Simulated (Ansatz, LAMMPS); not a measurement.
# Glassy 80GeO2-20K2O (mol %) (105 atoms) under strain

How stiff is glassy 80GeO2-20K2O (mol %) (105 atoms), and how do its levels respond to strain?

Method: Kohn-Sham DFT, PBE, PAW (set soft_2), plane waves, in Ansatz 0.2.0.

## Step 1: The structure

The cell holds 105 atoms: 28 Ge, 14 K and 63 O. Its edges and angles: a = 11.978 Å, b = 11.978 Å, c = 11.978 Å, α = 90.0°, β = 90.0°, γ = 90.0°. 105 atoms (28 Ge, 14 K, 63 O) placed at random at 3.46 g/cm³, melted at 4000 K for 10 ps at fixed volume with the Morse and Coulomb pair potential with partial charges (Pedone, Malavasi, Menziani, Cormack and Segre, J. Phys. Chem. B 110, 11780 (2006)). Quenched from 4000 K to 300 K at 10 K/ps and fixed volume, held 10 ps at zero pressure.

What the set-up can't give: The quench rate of 10 K/ps far exceeds what a furnace or splat quench reaches, so expect more defects and frozen-in strain than in a real sample. The starting topology of bonds comes from the classical model, and needn't be the one that DFT or experiment would give. Sampling is at Γ alone.

## Step 2: Single point at the start

The forces at the start show how far the geometry lies from a minimum of this functional.

The input, input.yaml:

```yaml
crystal:
  lattice:
    - [11.97768, 0.0, 0.0]
    - [0.0, 11.97768, 0.0]
    - [0.0, 0.0, 11.97768]
  atoms:
    - { symbol: Ge, position: [0.89175, 0.74636, 0.71456] }
    - { symbol: Ge, position: [0.91942, 0.06779, 0.02493] }
    - { symbol: Ge, position: [0.52377, 0.18335, 0.26646] }
    - { symbol: Ge, position: [0.19072, 0.07385, 0.9662] }
    - { symbol: Ge, position: [0.20858, 0.67034, 0.47494] }
    - { symbol: Ge, position: [0.96776, 0.54718, 0.53168] }
    - { symbol: Ge, position: [0.77086, 0.47104, 0.34062] }
    - { symbol: Ge, position: [0.18898, 0.92872, 0.58382] }
    - { symbol: Ge, position: [0.24169, 0.81011, 0.23117] }
    - { symbol: Ge, position: [0.201, 0.07726, 0.25486] }
    - { symbol: Ge, position: [0.17683, 0.34496, 0.31198] }
    - { symbol: Ge, position: [0.07592, 0.30527, 0.57976] }
    - { symbol: Ge, position: [0.26696, 0.29061, 0.79638] }
    - { symbol: Ge, position: [0.00309, 0.80172, 0.07878] }
    - { symbol: Ge, position: [0.41554, 0.72358, 0.8408] }
    - { symbol: Ge, position: [0.98441, 0.06839, 0.45048] }
    - { symbol: Ge, position: [0.6869, 0.14382, 0.87866] }
    - { symbol: Ge, position: [0.42591, 0.01688, 0.47306] }
    - { symbol: Ge, position: [0.46957, 0.02463, 0.04122] }
    - { symbol: Ge, position: [0.44192, 0.58616, 0.59281] }
    - { symbol: Ge, position: [0.80954, 0.19472, 0.26428] }
    - { symbol: Ge, position: [0.49508, 0.75152, 0.11415] }
    - { symbol: Ge, position: [0.63036, 0.11038, 0.60462] }
    - { symbol: Ge, position: [0.78746, 0.89842, 0.50081] }
    - { symbol: Ge, position: [0.62943, 0.39103, 0.57021] }
    - { symbol: Ge, position: [0.54906, 0.77652, 0.40078] }
    - { symbol: Ge, position: [0.76887, 0.64025, 0.1186] }
    - { symbol: Ge, position: [0.14067, 0.82406, 0.83728] }
    - { symbol: K, position: [0.95118, 0.34433, 0.04602] }
    - { symbol: K, position: [0.37258, 0.27881, 0.50728] }
    - { symbol: K, position: [0.51245, 0.40158, 0.84194] }
    - { symbol: K, position: [0.46776, 0.52897, 0.2935] }
    - { symbol: K, position: [0.75688, 0.92253, 0.23192] }
    - { symbol: K, position: [0.65982, 0.58959, 0.84524] }
    - { symbol: K, position: [0.96675, 0.03609, 0.75033] }
    - { symbol: K, position: [0.67845, 0.8664, 0.91502] }
    - { symbol: K, position: [0.03559, 0.57225, 0.2445] }
    - { symbol: K, position: [0.64656, 0.38875, 0.10192] }
    - { symbol: K, position: [0.32527, 0.31089, 0.09102] }
    - { symbol: K, position: [0.38967, 0.0452, 0.77052] }
    - { symbol: K, position: [0.24903, 0.57873, 0.01408] }
    - { symbol: K, position: [0.868, 0.46218, 0.83978] }
    - { symbol: O, position: [0.23124, 0.17707, 0.87717] }
    - { symbol: O, position: [0.66469, 0.15148, 0.26576] }
    - { symbol: O, position: [0.92218, 0.62815, 0.64016] }
    - { symbol: O, position: [0.83369, 0.84124, 0.626] }
    - { symbol: O, position: [0.72748, 0.02355, 0.54449] }
    - { symbol: O, position: [0.69994, 0.44094, 0.6767] }
    - { symbol: O, position: [0.51189, 0.03939, 0.58563] }
    - { symbol: O, position: [0.25107, 0.45621, 0.26623] }
    - { symbol: O, position: [0.68922, 0.27869, 0.9247] }
    - { symbol: O, position: [0.20551, 0.79174, 0.54516] }
    - { symbol: O, position: [0.73728, 0.56686, 0.24617] }
    - { symbol: O, position: [0.82371, 0.72931, 0.83567] }
    - { symbol: O, position: [0.3464, 0.76562, 0.14169] }
    - { symbol: O, position: [0.24337, 0.20805, 0.2889] }
    - { symbol: O, position: [0.50041, 0.46032, 0.58243] }
    - { symbol: O, position: [0.80801, 0.07417, 0.93372] }
    - { symbol: O, position: [0.89111, 0.94165, 0.41613] }
    - { symbol: O, position: [0.86541, 0.13798, 0.14162] }
    - { symbol: O, position: [0.06382, 0.97799, 0.54104] }
    - { symbol: O, position: [0.48306, 0.84756, 0.81857] }
    - { symbol: O, position: [0.79701, 0.54641, 0.02467] }
    - { symbol: O, position: [0.08186, 0.60287, 0.47421] }
    - { symbol: O, position: [0.34131, 0.01422, 0.98278] }
    - { symbol: O, position: [0.62014, 0.2468, 0.56079] }
    - { symbol: O, position: [0.46484, 0.88423, 0.42959] }
    - { symbol: O, position: [0.1761, 0.08929, 0.11216] }
    - { symbol: O, position: [0.11217, 0.80576, 0.17217] }
    - { symbol: O, position: [0.51653, 0.90075, 0.08236] }
    - { symbol: O, position: [0.14077, 0.94379, 0.93082] }
    - { symbol: O, position: [0.30532, 0.58049, 0.53736] }
    - { symbol: O, position: [0.28206, 0.39184, 0.88637] }
    - { symbol: O, position: [0.1965, 0.92443, 0.72593] }
    - { symbol: O, position: [0.37989, 0.2628, 0.72018] }
    - { symbol: O, position: [0.57008, 0.08398, 0.94917] }
    - { symbol: O, position: [0.05749, 0.34952, 0.23613] }
    - { symbol: O, position: [0.52696, 0.73854, 0.26272] }
    [... 21 atom lines left out ...]
    - { symbol: O, position: [0.66829, 0.12131, 0.74058] }
    - { symbol: O, position: [0.98832, 0.41208, 0.5768] }
    - { symbol: O, position: [0.50801, 0.3196, 0.24715] }
    - { symbol: O, position: [0.93161, 0.92535, 0.06679] }
    - { symbol: O, position: [0.29268, 0.01627, 0.52398] }
    - { symbol: O, position: [0.46722, 0.11885, 0.15329] }
kpoints:
  mp_grid: { grid: [1, 1, 1] }
hamiltonian:
  xc: pbe
scf:
  occupations: { method: fixed }
output:
  forces: true
```

Started as:

```sh
ansatz run input.yaml --threads 4 --pin off --max-ram 8192MiB --backend cpu --events-out ev --progress --plain --runs-dir out
```

The log of the run:

```text
Engine: ansatz 0.2.0, x86_64-unknown-linux-gnu
Pseudopotentials: kind: paw
Pseudopotential: Ge, paw, valence charge 14, recommended cutoff 420 eV (normal), Ge.paw.azcp
Pseudopotential: K, paw, valence charge 9, recommended cutoff 420 eV (normal), K.paw.azcp
Pseudopotential: O, paw, valence charge 6, recommended cutoff 420 eV (normal), O.paw.azcp
[... 5 lines on functional and potentials left out ...]
Crystal: 105 atoms, lattice volume = 1718.376 Å³
Basis set: ecut = 420 eV, 33401 PW (Γ), exchange–correlation on 162×162×162 points (8 copies of the dense FFT grid, shifted against one another)
Bands: 553, of which v1, the nominal top of the filled ones, is band 448 counted from 1 (447 counted from 0)
Symmetry: 1 space group operations
Space group: P1 (ITA 1), of the structure as read, at distance tolerance 1.2e-4 Å
k-points: 1
[... 7 lines on functional and potentials left out ...]
Initial density: superposition of atomic densities (neutral atoms: chi_scale 0, normalization atom), corrected by the library's trained network
Initial wavefunctions: pseudopotential atomic-orbital guess
Functional: x = pbe(κ = 0.804, μ = 0.219515), c = pbe(β = 0.066725)
SCF iter   1: F=—  HF=-177538.037833 eV  |F-HF|=—  |Δ(HF+E_count)|=         —  Δρ=3.24e-3  dr2=3.06e-1  ethr=1.77e-3  ⟨swp⟩=5.0  Hψ=1862  notcnv=0  defer=103
preconditioner: auto → Resta (q_TF=auto, 2.448 Å⁻¹)  ε∞=2.7  [insulator: Δε(μ)=1.130 eV  Ē_g=20.472 eV  n_scr=436 (ndim 8)  ℏωp=26.8 eV  f_vac=0.220  ε∞_Penn≈2.7]
SCF iter   2: F=—  HF=-177537.979680 eV  |F-HF|=—  |Δ(HF+E_count)|=   5.82e-2  Δρ=1.92e-3  dr2=6.37e-2  ethr=3.41e-5  ⟨swp⟩=2.0  Hψ=835  notcnv=0  defer=103
SCF iter   3: F=—  HF=-177537.970045 eV  |F-HF|=—  |Δ(HF+E_count)|=   9.64e-3  Δρ=7.98e-4  dr2=2.01e-2  ethr=7.11e-6  ⟨swp⟩=3.0  Hψ=696  notcnv=0  defer=103
SCF iter   4: F=—  HF=-177537.966560 eV  |F-HF|=—  |Δ(HF+E_count)|=   3.49e-3  Δρ=3.56e-4  dr2=2.41e-3  ethr=2.25e-6  ⟨swp⟩=3.0  Hψ=760  notcnv=0  defer=103
SCF iter   5: F=—  HF=-177537.966461 eV  |F-HF|=—  |Δ(HF+E_count)|=   9.85e-5  Δρ=2.11e-4  dr2=7.77e-4  ethr=2.69e-7  ⟨swp⟩=3.0  Hψ=834  notcnv=0  defer=103
SCF iter   6: F=—  HF=-177537.966439 eV  |F-HF|=—  |Δ(HF+E_count)|=   2.28e-5  Δρ=7.16e-5  dr2=8.59e-5  ethr=8.67e-8  ⟨swp⟩=3.0  Hψ=693  notcnv=0  defer=99
SCF iter   7: F=—  HF=-177537.970573 eV  |F-HF|=—  |Δ(HF+E_count)|=   4.13e-3  Δρ=2.99e-5  dr2=1.37e-5  ethr=9.58e-9  ⟨swp⟩=2.0  Hψ=892  notcnv=0  defer=97
SCF iter   8: F=—  HF=-177537.970580 eV  |F-HF|=—  |Δ(HF+E_count)|=   7.55e-6  Δρ=1.03e-5  dr2=1.77e-6  ethr=1.53e-9  ⟨swp⟩=2.0  Hψ=760  notcnv=0  defer=97
SCF iter   9: F=—  HF=-177537.970582 eV  |F-HF|=—  |Δ(HF+E_count)|=   1.32e-6  Δρ=3.91e-6  dr2=2.75e-7  ethr=1.97e-10  ⟨swp⟩=2.0  Hψ=890  notcnv=0  defer=97
SCF iter  10: F=-177537.970582 eV  HF=-177537.970582 eV  |F-HF|=3.50e-8  |Δ(HF+E_count)|=   2.31e-7  Δρ=1.75e-6  dr2=5.34e-8  ethr=1.12e-11  ⟨swp⟩=4.0  Hψ=1629  notcnv=0
SCF 1 converged in 10 iterations: F = -177537.970582 eV  dr2 = 5.34e-8
  greatest PAW one-centre occupation: 0.999 electrons in one spin orbital (limit 2), on the Ge atom at site 21 (counted from 0), in its partial waves of l = 2
SCF converged after 10 iterations
Free energy (F): -177537.970582 eV
Harris-Foulkes:  -177537.970582 eV  (|F-HF|=3.50e-8)
Internal energy: -177537.970582 eV  (E = F + TS)
E sigma→0 (E₀):  -177537.970582 eV
Fermi energy:    5.135958 eV
--- Per-component energies (eV) ---
  E_band       = -8367.097150
  E_kinetic    = 17797.744835
  E_local      = -131367.153860  (includes V_loc(G=0)·N_el)
  E_nonlocal   = 15165.657523
  E_hartree    = 55908.339759
  E_xc         = -8627.658626
  E_vxc        = -10019.415581  (∫ρ·V_xc dr)
  E_paw        = -77684.529323  (= ΣΔE_a)
  E_vpaw       = -11760.777553  (= ΣTr[D̂ρ^β])
  E_aug_tail   = 0.166520  (compensation charges beyond the density's cutoff)
  E_ewald      = -48730.537409
  E_smearing   = -0.000000  (= −TS)
  E_closure    = -0.000000  (closes the sum)
  Σ components = -177537.970582   (vs F -177537.970582, Δ=0.00e0)
--- Forces (eV/Å), atoms counted from 1 ---
  atom   1  Ge     0.88767727     0.21444245     1.81747986
  atom   2  Ge     1.00158973    -0.51213398     0.57598996
  atom   3  Ge     0.18121993    -0.13205791     0.42874872
  atom   4  Ge     0.32550253    -0.94048866     1.51827009
  atom   5  Ge     1.07045182     0.03665068     0.22706656
  atom   6  Ge    -1.72408272    -1.38886487     0.56380326
  atom   7  Ge     1.24853972    -3.33291597     2.02861668
  atom   8  Ge     0.11924767    -0.23110804    -0.09669943
  atom   9  Ge     1.43815709     1.37754560     0.52102747
  atom  10  Ge    -0.96634331    -0.30757825    -0.88594290
  atom  11  Ge    -1.29543740    -1.13610981    -0.00859952
  atom  12  Ge     2.50198746    -1.80282344    -2.30799899
  atom  13  Ge    -0.53683779    -0.35889845    -2.08687962
  atom  14  Ge     0.45356475    -0.36847055    -2.53937464
[...]
atom 104  O     -0.49777568     0.78116357     0.15049137
  atom 105  O     -1.18127156    -0.62604289    -1.25591413
  max |Σ_I F_I| component: 4.74e-5 eV/Å
```

It took 13 s on 4 threads of Intel Xeon 6975P-C (Granite Rapids), shared host; peak memory 2.5 GiB; 46 s of CPU time.

Reading the cycles: dr2 is the Hartree energy of the density residual (eV), the measure of convergence; HF is the Harris–Foulkes estimate of the energy, which meets the free energy F at convergence.

The r.m.s. force at the start is 1.2 eV/Å.

## Step 3: Cell and atoms relaxed

Cell and atoms are freed together, to release stress as well as forces.

The input, input.yaml:

```yaml
crystal:
  lattice:
    - [11.97768, 0.0, 0.0]
    - [0.0, 11.97768, 0.0]
    - [0.0, 0.0, 11.97768]
  atoms:
    [... the 105 atom lines of step 2 ...]
kpoints:
  mp_grid: { grid: [1, 1, 1] }
hamiltonian:
  xc: pbe
scf:
  occupations: { method: fixed }
output:
  forces: true
relax:
  f_tol: 0.05
  max_steps: 150
  cell: {}
```

The log of the run:

```text
[...]
Crystal: 105 atoms, lattice volume = 1718.376 Å³
Basis set: ecut = 420 eV, 33401 PW (Γ), exchange–correlation on 162×162×162 points (8 copies of the dense FFT grid, shifted against one another)
Bands: 553, of which v1, the nominal top of the filled ones, is band 448 counted from 1 (447 counted from 0)
Symmetry: 1 space group operations
[...]
k-points: 1
[...]
SCF iter   1: F=—  HF=-177538.037834 eV  |F-HF|=—  |Δ(HF+E_count)|=         —  Δρ=3.24e-3  dr2=3.06e-1  ethr=1.77e-3  ⟨swp⟩=5.0  Hψ=1862  notcnv=0  defer=103
[...]
SCF iter  10: F=-177537.970582 eV  HF=-177537.970582 eV  |F-HF|=3.49e-8  |Δ(HF+E_count)|=   2.31e-7  Δρ=1.75e-6  dr2=5.34e-8  ethr=1.12e-11  ⟨swp⟩=4.0  Hψ=1631  notcnv=0
SCF 1 converged in 10 iterations: F = -177537.970582 eV  dr2 = 5.34e-8
[...]
relax step   1: F+E_penalty+E_count = -177537.97058200 eV  Δ(F+E_penalty+E_count) = +0.000e0 eV  max|allowed force component| = 3.831e0 eV/Å  Δτ_max = 0.0000 Å  P = +6.399 GPa  Ω = 1718.376 Å³  (10 SCF iters, dr2 threshold 1.00e-7 eV, accepted)
[... from here on, the SCF cycles and remarks between the steps are left out ...]
relax step   2: F+E_penalty+E_count = -177544.41517953 eV  Δ(F+E_penalty+E_count) = -6.445e0 eV  max|allowed force component| = 2.288e0 eV/Å  Δτ_max = 0.1948 Å  P = +3.130 GPa  Ω = 1732.526 Å³  energy of the carried Pulay correction = -4.269e-2 eV  (8 SCF iters, dr2 threshold 1.05e-5 eV, accepted)
relax step   3: F+E_penalty+E_count = -177548.19272201 eV  Δ(F+E_penalty+E_count) = -3.778e0 eV  max|allowed force component| = 7.980e-1 eV/Å  Δτ_max = 0.1948 Å  P = -0.150 GPa  Ω = 1739.099 Å³  energy of the carried Pulay correction = -6.240e-2 eV  (9 SCF iters, dr2 threshold 1.05e-5 eV, accepted)
relax step   4: F+E_penalty+E_count = -177549.18488953 eV  Δ(F+E_penalty+E_count) = -9.922e-1 eV  max|allowed force component| = 6.654e-1 eV/Å  Δτ_max = 0.2000 Å  P = -0.007 GPa  Ω = 1729.599 Å³  energy of the carried Pulay correction = -3.389e-2 eV  (9 SCF iters, dr2 threshold 1.05e-5 eV, accepted)
relax step   5: F+E_penalty+E_count = -177549.84819068 eV  Δ(F+E_penalty+E_count) = -6.633e-1 eV  max|allowed force component| = 2.790e-1 eV/Å  Δτ_max = 0.1954 Å  P = -0.251 GPa  Ω = 1719.240 Å³  energy of the carried Pulay correction = -2.619e-3 eV  (8 SCF iters, dr2 threshold 1.05e-5 eV, accepted)
relax step   6: F+E_penalty+E_count = -177550.19196491 eV  Δ(F+E_penalty+E_count) = -3.438e-1 eV  max|allowed force component| = 2.044e-1 eV/Å  Δτ_max = 0.2000 Å  P = -0.135 GPa  Ω = 1712.284 Å³  energy of the carried Pulay correction = +1.849e-2 eV  (8 SCF iters, dr2 threshold 4.87e-6 eV, accepted)
relax step   7: F+E_penalty+E_count = -177550.46899165 eV  Δ(F+E_penalty+E_count) = -2.770e-1 eV  max|allowed force component| = 1.684e-1 eV/Å  Δτ_max = 0.2000 Å  P = -0.039 GPa  Ω = 1705.127 Å³  energy of the carried Pulay correction = +4.029e-2 eV  (9 SCF iters, dr2 threshold 2.61e-6 eV, accepted)
relax step   8: F+E_penalty+E_count = -177550.56878917 eV  Δ(F+E_penalty+E_count) = -9.980e-2 eV  max|allowed force component| = 8.279e-2 eV/Å  Δτ_max = 0.2000 Å  P = -0.012 GPa  Ω = 1702.550 Å³  energy of the carried Pulay correction = +4.816e-2 eV  (9 SCF iters, dr2 threshold 1.77e-6 eV, accepted)
relax step   9: F+E_penalty+E_count = -177550.60969376 eV  Δ(F+E_penalty+E_count) = -4.090e-2 eV  max|allowed force component| = 2.474e-1 eV/Å  Δτ_max = 0.1907 Å  P = -0.079 GPa  Ω = 1699.554 Å³  energy of the carried Pulay correction = +5.733e-2 eV  (10 SCF iters, dr2 threshold 4.28e-7 eV, accepted)
relax step  10: F+E_penalty+E_count = -177550.64995648 eV  Δ(F+E_penalty+E_count) = -4.026e-2 eV  max|allowed force component| = 1.449e-1 eV/Å  Δτ_max = 0.1936 Å  P = +0.101 GPa  Ω = 1698.523 Å³  energy of the carried Pulay correction = +6.049e-2 eV  (8 SCF iters, dr2 threshold 3.83e-6 eV, accepted)
relax step  11: F+E_penalty+E_count = -177550.64766307 eV  Δ(F+E_penalty+E_count) = +2.293e-3 eV  max|allowed force component| = 1.907e-1 eV/Å  Δτ_max = 0.2000 Å  P = +0.008 GPa  Ω = 1704.129 Å³  energy of the carried Pulay correction = +4.334e-2 eV  (9 SCF iters, dr2 threshold 1.31e-6 eV, accepted)
relax step  12: F+E_penalty+E_count = -177550.66086310 eV  Δ(F+E_penalty+E_count) = -1.320e-2 eV  max|allowed force component| = 1.017e-1 eV/Å  Δτ_max = 0.0594 Å  P = -0.006 GPa  Ω = 1704.264 Å³  energy of the carried Pulay correction = +4.293e-2 eV  (8 SCF iters, dr2 threshold 2.27e-6 eV, accepted)
relax step  13: F+E_penalty+E_count = -177550.66413772 eV  Δ(F+E_penalty+E_count) = -3.275e-3 eV  max|allowed force component| = 9.379e-2 eV/Å  Δτ_max = 0.2000 Å  P = +0.050 GPa  Ω = 1700.750 Å³  energy of the carried Pulay correction = +5.367e-2 eV  (9 SCF iters, dr2 threshold 6.47e-7 eV, rejected (line search))
relax step  14: F+E_penalty+E_count = -177550.67812076 eV  Δ(F+E_penalty+E_count) = -1.726e-2 eV  max|allowed force component| = 5.303e-2 eV/Å  Δτ_max = 0.0943 Å  P = +0.023 GPa  Ω = 1703.119 Å³  energy of the carried Pulay correction = +4.642e-2 eV  (13 SCF iters, accepted)
relax step  15: F+E_penalty+E_count = -177550.68283408 eV  Δ(F+E_penalty+E_count) = -4.713e-3 eV  max|allowed force component| = 8.149e-2 eV/Å  Δτ_max = 0.1000 Å  P = -0.020 GPa  Ω = 1703.183 Å³  energy of the carried Pulay correction = +4.623e-2 eV  (9 SCF iters, dr2 threshold 1.76e-7 eV, accepted)
relax step  16: F+E_penalty+E_count = -177550.68672046 eV  Δ(F+E_penalty+E_count) = -3.886e-3 eV  max|allowed force component| = 4.661e-2 eV/Å  Δτ_max = 0.0346 Å  P = -0.030 GPa  Ω = 1703.120 Å³  energy of the carried Pulay correction = +4.642e-2 eV  (8 SCF iters, dr2 threshold 4.15e-7 eV, accepted)
relax step  17: F+E_penalty+E_count = -177550.68523966 eV  Δ(F+E_penalty+E_count) = +1.481e-3 eV  max|allowed force component| = 4.597e-2 eV/Å  Δτ_max = 0.0000 Å  P = -0.066 GPa  Ω = 1703.120 Å³  stress off target by 1.60e-1 GPa  SCF on the basis re-selected at this cell (its energy is not comparable with the rows above)  (9 SCF iters)
relax step  18: F+E_penalty+E_count = -177550.69493423 eV  Δ(F+E_penalty+E_count) = -9.695e-3 eV  max|allowed force component| = 4.052e-2 eV/Å  Δτ_max = 0.0425 Å  P = -0.003 GPa  Ω = 1701.609 Å³  energy of the carried Pulay correction = +4.560e-3 eV  (9 SCF iters, dr2 threshold 6.44e-8 eV, accepted)
relax step  19: F+E_penalty+E_count = -177550.69969027 eV  Δ(F+E_penalty+E_count) = -4.756e-3 eV  max|allowed force component| = 3.754e-2 eV/Å  Δτ_max = 0.0503 Å  P = -0.008 GPa  Ω = 1700.942 Å³  energy of the carried Pulay correction = +6.577e-3 eV  (11 SCF iters, accepted)
relax step  20: F+E_penalty+E_count = -177550.69295939 eV  Δ(F+E_penalty+E_count) = +6.731e-3 eV  max|allowed force component| = 3.756e-2 eV/Å  Δτ_max = 0.0000 Å  P = -0.012 GPa  Ω = 1700.942 Å³  stress off target by 3.80e-2 GPa  SCF on the basis re-selected at this cell (its energy is not comparable with the rows above)  (7 SCF iters)
[...]
SCF converged after 7 iterations
Free energy (F): -177550.692959 eV
[...]
Internal energy: -177550.692959 eV  (E = F + TS)
E sigma→0 (E₀):  -177550.692959 eV
Fermi energy:    4.665814 eV
[...]
--- Forces (eV/Å), atoms counted from 1 ---
  atom   1  Ge     0.00681624     0.00185000     0.00207819
  atom   2  Ge     0.00782395     0.00421508    -0.00925821
  atom   3  Ge    -0.01112621     0.02098125     0.00441167
  atom   4  Ge     0.01491076    -0.03756157    -0.01748614
  atom   5  Ge    -0.01923741    -0.01382275    -0.00770283
  atom   6  Ge    -0.03332379     0.00484389     0.02101489
  atom   7  Ge     0.00836927    -0.00256567     0.01172212
  atom   8  Ge     0.00138308     0.00935021    -0.00347809
  atom   9  Ge    -0.00792695    -0.00129918    -0.00888765
  atom  10  Ge     0.00039475     0.00703799     0.01125123
  atom  11  Ge     0.00649836    -0.00687550    -0.00609112
  atom  12  Ge    -0.02317730    -0.00199110    -0.00957951
  atom  13  Ge    -0.01382366    -0.01948398    -0.01615681
  atom  14  Ge    -0.00159749    -0.01709906    -0.00216356
[...]
atom 104  O      0.00152108    -0.00726318     0.00934353
  atom 105  O      0.00184706    -0.00760490    -0.00550142
  max |Σ_I F_I| component: 1.48e-5 eV/Å
--- Stress (GPa, compression-positive) ---
       -0.003728      -0.010986       0.013591
       -0.010986      -0.029162       0.008352
        0.013591       0.008352      -0.001908
  P = ⅓ Tr σ = -0.0116 GPa (-0.116 kbar)
--- Relaxed structure (18 steps of the walk, 17 accepted, 2 SCFs on fresh bases) ---
  F+E_penalty+E_count = -177550.69295939 eV   max|allowed force component| = 3.756e-2 eV/Å   (the final SCF, on the basis selected at the relaxed cell)
  cell:  # Å, volume = 1700.9423 Å³
    - [11.941619, 0.192967, -0.132857]
    - [0.192967, 12.009976, -0.011953]
    - [-0.132857, -0.011953, 11.864554]
  atoms:
    - { symbol: Ge, position: [0.900803, 0.748065, 0.710139] }
    - { symbol: Ge, position: [0.900709, 0.064255, 0.036856] }
    - { symbol: Ge, position: [0.537087, 0.175233, 0.270492] }
    - { symbol: Ge, position: [0.168853, 0.065977, 0.971619] }
[...]
- { symbol: O, position: [0.458324, 0.113482, 0.156818] }
```

Elapsed: 3.9 min, on 4 threads; peak memory 2.6 GiB; 15 min of CPU time.

The relaxation converged after 18 steps, with a largest force component of 0.038 eV/Å.

(Continued in part 2 of 3.)

[Long decimals in the printed logs are rounded to 6 places.]

[Logs are printed without paths, hosts, clocks, repeated set-up lines and the standing remarks that a program may print on its own settings, such as how far it seeks lower states.]

[Hosts, paths, dates, database ids (printed as entryN), source tags and the programs' standing remarks are cut or masked in the printed files.]
